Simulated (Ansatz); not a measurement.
# Electron scattering at the Σ5 (210) boundary in bcc W, part 3 of 3

Aim: the relaxed structure and the specific resistance of the Σ5 (210) boundary in bcc W.

Ansatz 0.2.0; Ansatz plane-wave DFT, PBE, PAW files; relaxation of a bicrystal slab with its lowest layers held; PAW set soft_1 (the session's first sound run).

So far. Step 3 (Transmission across the boundary): Over the solved energies the transmission per spin lies between 1.22 and 1.23, out of 2.65 channels of the lead on average (up to 2.83). The log calls the step of a lead's potential too much. Step 4 (Specific resistance): Averaged over the energies near the Fermi level, 46.1 % of the channels pass, which makes 1.27 fΩ m².

## 5. Single-crystal slab for reference

The free faces cost energy too. A single-crystal slab with the same faces and held layers is relaxed, so that they cancel.

This step: Ansatz plane-wave DFT, PBE, PAW files; relaxation of a single-crystal slab with its lowest layers held; PAW set soft_1 (Ansatz 0.2.0).

System of this step: W slab, plane (2, 1, 0). The cell holds 28 atoms: 28 W. Cell: a = 7.077 Å, b = 3.165 Å, c = 30.107 Å, α = 90.0°, β = 90.0°, γ = 90.0°. It derives from W. Vacuum lies along c.

input.yaml reads:

```yaml
crystal:
  lattice:
    - [7.0767079352, 0.0, 0.0]
    - [0.0, 3.1648, 0.0]
    - [0.0, 0.0, 30.1071114245]
  atoms:
    - { symbol: W, position: [0.8999999998, 0.5, 0.1660737202] }
    - { symbol: W, position: [0.1999999999, 0.0, 0.1895788245] }
    - { symbol: W, position: [0.4999999999, 0.5, 0.2130839288] }
    - { symbol: W, position: [0.7999999999, 0.0, 0.2365890331] }
    - { symbol: W, position: [0.0999999999, 0.5, 0.2600941373] }
    - { symbol: W, position: [0.3999999999, 0.0, 0.2835992416] }
    - { symbol: W, position: [0.6999999999, 0.5, 0.3071043459] }
    - { symbol: W, position: [0.9999999999, 0.0, 0.3306094502] }
    - { symbol: W, position: [0.2999999999, 0.5, 0.3541145545] }
    - { symbol: W, position: [0.5999999999, 0.0, 0.3776196587] }
    - { symbol: W, position: [0.8999999999, 0.5, 0.401124763] }
    - { symbol: W, position: [0.1999999999, 0.0, 0.4246298673] }
    - { symbol: W, position: [0.4999999999, 0.5, 0.4481349716] }
    - { symbol: W, position: [0.7999999999, 0.0, 0.4716400758] }
    - { symbol: W, position: [0.0999999999, 0.5, 0.4951451801] }
    - { symbol: W, position: [0.3999999999, 0.0, 0.5186502844] }
    - { symbol: W, position: [0.6999999999, 0.5, 0.5421553887] }
    - { symbol: W, position: [0.9999999999, 0.0, 0.5656604929] }
    - { symbol: W, position: [0.2999999999, 0.5, 0.5891655972] }
    - { symbol: W, position: [0.6, 0.0, 0.6126707015] }
    - { symbol: W, position: [0.9, 0.5, 0.6361758058] }
    - { symbol: W, position: [0.2, 0.0, 0.6596809101] }
    - { symbol: W, position: [0.5, 0.5, 0.6831860143] }
    - { symbol: W, position: [0.8, 0.0, 0.7066911186] }
    - { symbol: W, position: [0.1, 0.5, 0.7301962229] }
    - { symbol: W, position: [0.4, 0.0, 0.7537013272] }
    - { symbol: W, position: [0.7, 0.5, 0.7772064314] }
    - { symbol: W, position: [0.0, 0.0, 0.8007115357] }
kpoints:
  mp_grid: { grid: [4, 7, 1] }
hamiltonian:
  xc: pbe
  pseudopotentials: { kind: paw, azcp: { folder: soft_1 } }
scf:
  occupations: { method: fermi_dirac, width: 0.1 }
relax:
  f_tol: 0.03
  max_steps: 80
  constraints: [{ sites: [0, 1, 2, 3, 4] }]
```

Launch:

```console
ansatz run input.yaml --threads 8 --pin off --max-ram 15360MiB --backend cpu --events-out ev --progress --plain --runs-dir out
```

Numbers of over 12 decimals in the logs are rounded to 6 here.

Log:

```text
Warning: crystal.symmetry: narrowed to the stabiliser of the relax constraints — unitary ops 4 → 2; lowered at sites 0, 1, 2, 3, 4, 23, 24, 25, 26, 27 (the operations that carried what is held of a site onto what its image site leaves free; the constrained walk keeps no symmetry that its constraints do not admit)
[...]
Crystal: 28 atoms, lattice volume = 674.290 Å³
Basis set: ecut = 420 eV, 13145 PW (Γ), exchange–correlation on 96×48×432 points (8 copies of the dense FFT grid, shifted against one another)
Bands: 236, of which v1, the nominal top of the filled ones, is band 196 counted from 1 (195 counted from 0)
Symmetry: 2 space group operations
k-points: 12 of 28 (time reversal used)
[...]
SCF iter   1: F=—  HF=-290806.412139 eV  |F-HF|=—  |Δ(HF+E_count)|=         —  Δρ=5.76e-2  dr2=2.42e2  ethr=3.10e-3  ⟨swp⟩=8.4  Hψ=12928  notcnv=0
[...]
SCF iter   9: F=-290795.092390 eV  HF=-290795.092392 eV  |F-HF|=2.29e-6  |Δ(HF+E_count)|=   4.90e-6  Δρ=1.39e-5  dr2=4.57e-6  ethr=5.74e-9  ⟨swp⟩=5.2  Hψ=8796  notcnv=0
SCF 1 converged in 9 iterations: F = -290795.092390 eV  dr2 = 4.57e-6
[...]
relax step   1: F+E_penalty+E_count = -290795.09238994 eV  Δ(F+E_penalty+E_count) = +0.000e0 eV  max|allowed force component| = 1.820e0 eV/Å  Δτ_max = 0.0000 Å  (9 SCF iters, dr2 threshold 2.25e-5 eV, accepted)
[...]
SCF iter   1: F=—  HF=-290795.379982 eV  |F-HF|=—  |Δ(HF+E_count)|=         —  Δρ=7.94e-3  dr2=1.88e0  ethr=3.66e-4  ⟨swp⟩=2.2  Hψ=9481  notcnv=0
eigensolver tolerance schedule calibrated: the retry pair's looser diagonalisation under-reported the residual by θ = 0.24 (0.26/decade); ethr = c·dr2/N_el runs at the constant in force after the calibration composes with the one it found (an armed cap, an earlier calibration), c = 1.5e-2
[...]
SCF iter   2: F=—  HF=-290795.340918 eV  |F-HF|=—  |Δ(HF+E_count)|=   3.91e-2  Δρ=4.17e-3  dr2=5.16e-1  ethr=7.36e-5  ⟨swp⟩=4.3  Hψ=7095  notcnv=0  defer=1
[...]
SCF iter   6: F=-290795.265201 eV  HF=-290795.265216 eV  |F-HF|=1.49e-5  |Δ(HF+E_count)|=   4.41e-5  Δρ=3.93e-5  dr2=2.67e-5  ethr=3.92e-9  ⟨swp⟩=2.0  Hψ=11048  notcnv=0
SCF 2 converged in 6 iterations: F = -290795.265201 eV  dr2 = 2.67e-5
relax step   2: F+E_penalty+E_count = -290795.26520127 eV  Δ(F+E_penalty+E_count) = -1.728e-1 eV  max|allowed force component| = 1.215e0 eV/Å  Δτ_max = 0.1949 Å  (6 SCF iters, dr2 threshold 1.00e-4 eV, accepted)
[...]
SCF iter   6: F=-290795.373870 eV  HF=-290795.373887 eV  |F-HF|=1.71e-5  |Δ(HF+E_count)|=   7.99e-6  Δρ=4.99e-5  dr2=3.93e-5  ethr=2.36e-8  ⟨swp⟩=2.8  Hψ=11326  notcnv=0
SCF 3 converged in 6 iterations: F = -290795.373870 eV  dr2 = 3.93e-5
relax step   3: F+E_penalty+E_count = -290795.37386972 eV  Δ(F+E_penalty+E_count) = -1.087e-1 eV  max|allowed force component| = 1.966e-1 eV/Å  Δτ_max = 0.1745 Å  (6 SCF iters, dr2 threshold 9.23e-5 eV, accepted)
[...]
relax step   4: F+E_penalty+E_count = -290795.38088227 eV  Δ(F+E_penalty+E_count) = -7.013e-3 eV  max|allowed force component| = 4.829e-2 eV/Å  Δτ_max = 0.0441 Å  (6 SCF iters, dr2 threshold 2.42e-6 eV, accepted)
SCF iter   1: F=—  HF=-290795.380835 eV  |F-HF|=—  |Δ(HF+E_count)|=         —  Δρ=6.83e-4  dr2=4.15e-3  ethr=2.60e-5  ⟨swp⟩=2.7  Hψ=4820  notcnv=0
[...]
SCF iter   7: F=-290795.381530 eV  HF=-290795.381530 eV  |F-HF|=2.15e-9  |Δ(HF+E_count)|=   1.85e-8  Δρ=8.96e-7  dr2=1.11e-8  ethr=2.55e-11  ⟨swp⟩=5.1  Hψ=8770  notcnv=0
SCF 5 converged in 7 iterations: F = -290795.381530 eV  dr2 = 1.11e-8
relax step   5: F+E_penalty+E_count = -290795.38152995 eV  Δ(F+E_penalty+E_count) = -6.477e-4 eV  max|allowed force component| = 9.914e-3 eV/Å  Δτ_max = 0.0115 Å  (7 SCF iters, accepted)
SCF converged after 7 iterations
Free energy (F): -290795.381530 eV
[...]
Internal energy: -290794.832656 eV  (E = F + TS)
E sigma→0 (E₀):  -290795.107093 eV
Entropy (-TS):   -0.548874 eV (-19.603 meV/atom)
Fermi energy:    13.346440 eV
[...]
--- Forces (eV/Å), atoms counted from 1 ---
  atom   1  W      0.70185696    -0.00000000     1.82335768
  atom   2  W     -0.86915695     0.00000000     0.14980953
  atom   3  W     -0.14740946     0.00000000    -0.34578511
  atom   4  W      0.14775597    -0.00000000    -1.12744297
  atom   5  W      0.17229228    -0.00000000    -0.50305731
  atom   6  W      0.00167867     0.00000000     0.00420817
  atom   7  W      0.00221924     0.00000000     0.00097998
  atom   8  W      0.00096258    -0.00000000     0.00449756
  atom   9  W     -0.00307804     0.00000000    -0.00505465
  atom  10  W      0.00025200    -0.00000000     0.00372905
  atom  11  W      0.00095515    -0.00000000    -0.00252158
  atom  12  W      0.00170703    -0.00000000     0.00037407
  atom  13  W     -0.00150146     0.00000000     0.00117817
  atom  14  W      0.00042438     0.00000000    -0.00430647
  atom  15  W     -0.00049965    -0.00000000     0.00381215
  atom  16  W     -0.00140053    -0.00000000    -0.00449350
  atom  17  W     -0.00122700     0.00000000     0.00543840
  atom  18  W      0.00363687     0.00000000    -0.00560266
  atom  19  W     -0.00294724     0.00000000     0.00901580
  atom  20  W     -0.00278416     0.00000000    -0.00991378
  atom  21  W     -0.00215864     0.00000000     0.00282452
  atom  22  W     -0.00288685     0.00000000    -0.00762895
  atom  23  W      0.00424697    -0.00000000    -0.00011325
  atom  24  W     -0.00030519     0.00000000    -0.00038657
  atom  25  W     -0.00328626    -0.00000000    -0.00688880
  atom  26  W     -0.00032916     0.00000000     0.00484714
  atom  27  W      0.00309428    -0.00000000     0.00899177
  atom  28  W     -0.00216561     0.00000000     0.00012182
  max |Σ_I F_I| component: 5.38e-5 eV/Å
--- Relaxed structure (5 steps of the walk, 5 accepted, 0 SCFs on fresh bases) ---
  F+E_penalty+E_count = -290795.38152995 eV   max|allowed force component| = 9.914e-3 eV/Å
  atoms:
    - { symbol: W, position: [0.900000, 0.500000, 0.166074] }
    - { symbol: W, position: [0.200000, 0.0, 0.189579] }
    - { symbol: W, position: [0.500000, 0.500000, 0.213084] }
    - { symbol: W, position: [0.800000, 0.0, 0.236589] }
    - { symbol: W, position: [0.100000, 0.500000, 0.260094137325] }
    - { symbol: W, position: [0.401616, -4.0109166289971904e-19, 0.283027] }
    - { symbol: W, position: [0.701928, 0.500000, 0.307826] }
    - { symbol: W, position: [1.001263, -3.136486991868484e-19, 0.331494] }
    - { symbol: W, position: [0.300599, 0.500000, 0.354692] }
    - { symbol: W, position: [0.599679, 0, 0.378690] }
    - { symbol: W, position: [0.900372, 0.500000, 0.402479] }
    - { symbol: W, position: [0.200373, 0, 0.426271] }
    - { symbol: W, position: [0.500319, 0.500000, 0.449980] }
    - { symbol: W, position: [0.800255, 0, 0.473890] }
    - { symbol: W, position: [0.100610, 0.500000, 0.497540] }
    - { symbol: W, position: [0.400537, -1.3321360914048514e-19, 0.521406] }
    - { symbol: W, position: [0.700535, 0.500000, 0.545147] }
    - { symbol: W, position: [1.000493, -1.2227876933516463e-19, 0.568923] }
    - { symbol: W, position: [0.301157, 0.500000, 0.592741] }
    - { symbol: W, position: [0.600009, 0, 0.616593] }
    - { symbol: W, position: [0.899998, 0.500000, 0.639984] }
    - { symbol: W, position: [0.199062, 2.3290355039047273e-19, 0.663729] }
    - { symbol: W, position: [0.498841, 0.500000, 0.688427] }
    - { symbol: W, position: [0.799070, 2.309050530288532e-19, 0.710749] }
    - { symbol: W, position: [0.102414, 0.500000, 0.735628] }
    - { symbol: W, position: [0.406142, -1.5246773936606171e-18, 0.758903] }
    - { symbol: W, position: [0.706503, 0.500000, 0.780809] }
    - { symbol: W, position: [-0.00739535, 1.8359203686371676e-18, 0.799858] }
```

Elapsed: 3.6 min, on 8 threads of Intel Xeon at 2.50GHz (Skylake/Cascade Lake), shared host; peak memory 5.5 GiB; 26 min of CPU time.

Step by step:

| step | energy less that of the first step (eV) | largest force component (eV/Å) |
| --- | --- | --- |
| 1 | 0.0000 | 1.8196 |
| 2 | -0.1728 | 1.2154 |
| 3 | -0.2815 | 0.1966 |
| 4 | -0.2885 | 0.0483 |
| 5 | -0.2891 | 0.0099 |

The atoms that moved most (Å):

```csv
atom,dx,dy,dz,length
W25,0.017,0.000,0.164,0.164
W26,0.043,0.000,0.157,0.163
W23,-0.008,0.000,0.158,0.158
W24,-0.007,0.000,0.122,0.122
W22,-0.007,0.000,0.122,0.122
W20,0.000,0.000,0.118,0.118
W27,0.046,0.000,0.108,0.118
W21,0.000,0.000,0.115,0.115
```

The relaxed structure:

```xyz
28
Lattice="7.0767 0.0000 0.0000 0.0000 3.1648 0.0000 0.0000 0.0000 30.1071" Properties=species:S:1:pos:R:3
W     6.3690    1.5824    5.0000
W     1.4153    0.0000    5.7077
W     3.5384    1.5824    6.4153
W     5.6614    0.0000    7.1230
W     0.7077    1.5824    7.8307
W     2.8421    0.0000    8.5211
W     4.9673    1.5824    9.2678
W     7.0856    0.0000    9.9803
W     2.1272    1.5824   10.6787
W     4.2438    0.0000   11.4013
W     6.3717    1.5824   12.1175
W     1.4180    0.0000   12.8338
W     3.5406    1.5824   13.5476
W     5.6632    0.0000   14.2675
W     0.7120    1.5824   14.9795
W     2.8345    0.0000   15.6980
W     4.9575    1.5824   16.4128
W     7.0802    0.0000   17.1286
W     2.1312    1.5824   17.8457
W     4.2461    0.0000   18.5638
W     6.3690    1.5824   19.2681
W     1.4087    0.0000   19.9830
W     3.5302    1.5824   20.7265
W     5.6548    0.0000   21.3986
W     0.7248    1.5824   22.1476
W     2.8741    0.0000   22.8484
W     4.9997    1.5824   23.5079
W    -0.0523    0.0000   24.0814
```

Numbers from this step:

| Property | Result |
| --- | --- |
| free energy | -290795.3815 eV |
| energy at zero smearing | -290795.1071 eV |
| Fermi energy | 13.35 eV |

The largest force component on a free atom ends at 0.0099 eV/Å, under the tolerance of 0.03, after 5 steps.

## 6. Bulk reference

The perfect crystal gives the energy per atom, for the atoms by which bicrystal and slab differ.

This step: Ansatz plane-wave DFT, PBE, PAW files; bulk reference; PAW set soft_1 (Ansatz 0.2.0).

System of this step: W. The structure is cubic, space group Im-3m (No. 229). The conventional cell has a = 3.165 Å, b = 3.165 Å, c = 3.165 Å, α = 90.00°, β = 90.00°, γ = 90.00°. Nearest to W lie 8 W at 2.74 Å.

input.yaml, the sections that differ from step 5:

```yaml
crystal:
  lattice:
    - [-1.5824, 1.5824, 1.5824]
    - [1.5824, -1.5824, 1.5824]
    - [1.5824, 1.5824, -1.5824]
  atoms:
    - { symbol: W, position: [0.0, 0.0, 0.0] }
kpoints:
  mp_grid: { grid: [19, 19, 19] }
# hamiltonian, scf: as in step 5
# relax: removed
```

Log:

```text
[...]
Crystal: 1 atoms, lattice volume = 15.849 Å³
Basis set: ecut = 420 eV, 321 PW (Γ)
Bands: 11, of which v1, the nominal top of the filled ones, is band 7 counted from 1 (6 counted from 0)
Symmetry: 48 space group operations
[...]
k-points: 220 of 6859
[...]
SCF iter   1: F=—  HF=-10386.114845 eV  |F-HF|=—  |Δ(HF+E_count)|=         —  Δρ=6.30e-2  dr2=5.37e-1  ethr=3.10e-3  ⟨swp⟩=5.0  Hψ=12597  notcnv=0
[...]
SCF iter   6: F=-10385.924644 eV  HF=-10385.924644 eV  |F-HF|=9.20e-10  |Δ(HF+E_count)|=   1.49e-8  Δρ=3.40e-6  dr2=1.25e-9  ethr=6.35e-10  ⟨swp⟩=1.0  Hψ=6462  notcnv=0
SCF 1 converged in 6 iterations: F = -10385.924644 eV  dr2 = 1.25e-9
[...]
SCF converged after 6 iterations
Free energy (F): -10385.924644 eV
[...]
Internal energy: -10385.910479 eV  (E = F + TS)
E sigma→0 (E₀):  -10385.917561 eV
Entropy (-TS):   -0.014165 eV (-14.165 meV/atom)
Fermi energy:    22.404939 eV
[...]
```

It took 0.84 s on 8 threads; peak memory 0.32 GiB.

This step gave:

```
free energy             : -10385.9246 eV
energy at zero smearing : -10385.9176 eV
Fermi energy            : 22.40 eV
```

## 7. Boundary energy

This step: Ansatz plane-wave DFT, PBE, PAW files; bicrystal less single-crystal slab less bulk atoms, a boundary area; PAW set soft_1 (Ansatz 0.2.0).

Numbers from this step:

```yaml
excess_energy_of_the_cell: 3.660 eV
boundary_energy: 2.618 J/m²
```

The boundary costs 2.6 J/m².

By hand: 3.66 eV / 22.40 Å² × 16.02 = 2.62 J/m².

## 8. Results

- specific resistance of the boundary: 1.27 fΩ m²
- share of channels that pass: 0.461
- boundary energy: 2.62 J/m²

What this shows: The boundary has a specific resistance of 1.3 fΩ m² and an energy of 2.6 J/m². The boundary reflects 54 % of the channels; 1.3 fΩ m² is 13×10⁻¹² Ω·cm². That equals the resistance of 23 nm of bulk W at 300 K (measured 5.44 µΩ cm, CRC Handbook of Chemistry and Physics, 84th ed., 2003, Electrical Resistivity of Pure Metals). One starting structure was relaxed; another shift or atom count at the boundary may lie lower. Spin-orbit coupling is left out, which matters for W. A lead's potential steps by up to 45 meV from period to period, which the log calls too much, so longer leads could move the result.

[Logs are printed without paths, hosts, clocks, repeated set-up lines and the standing remarks that a program may print on its own settings, such as how far it seeks lower states.]

[Hosts, paths, dates, database ids (printed as entryN), source tags and the programs' standing remarks are cut or masked in the printed files.]
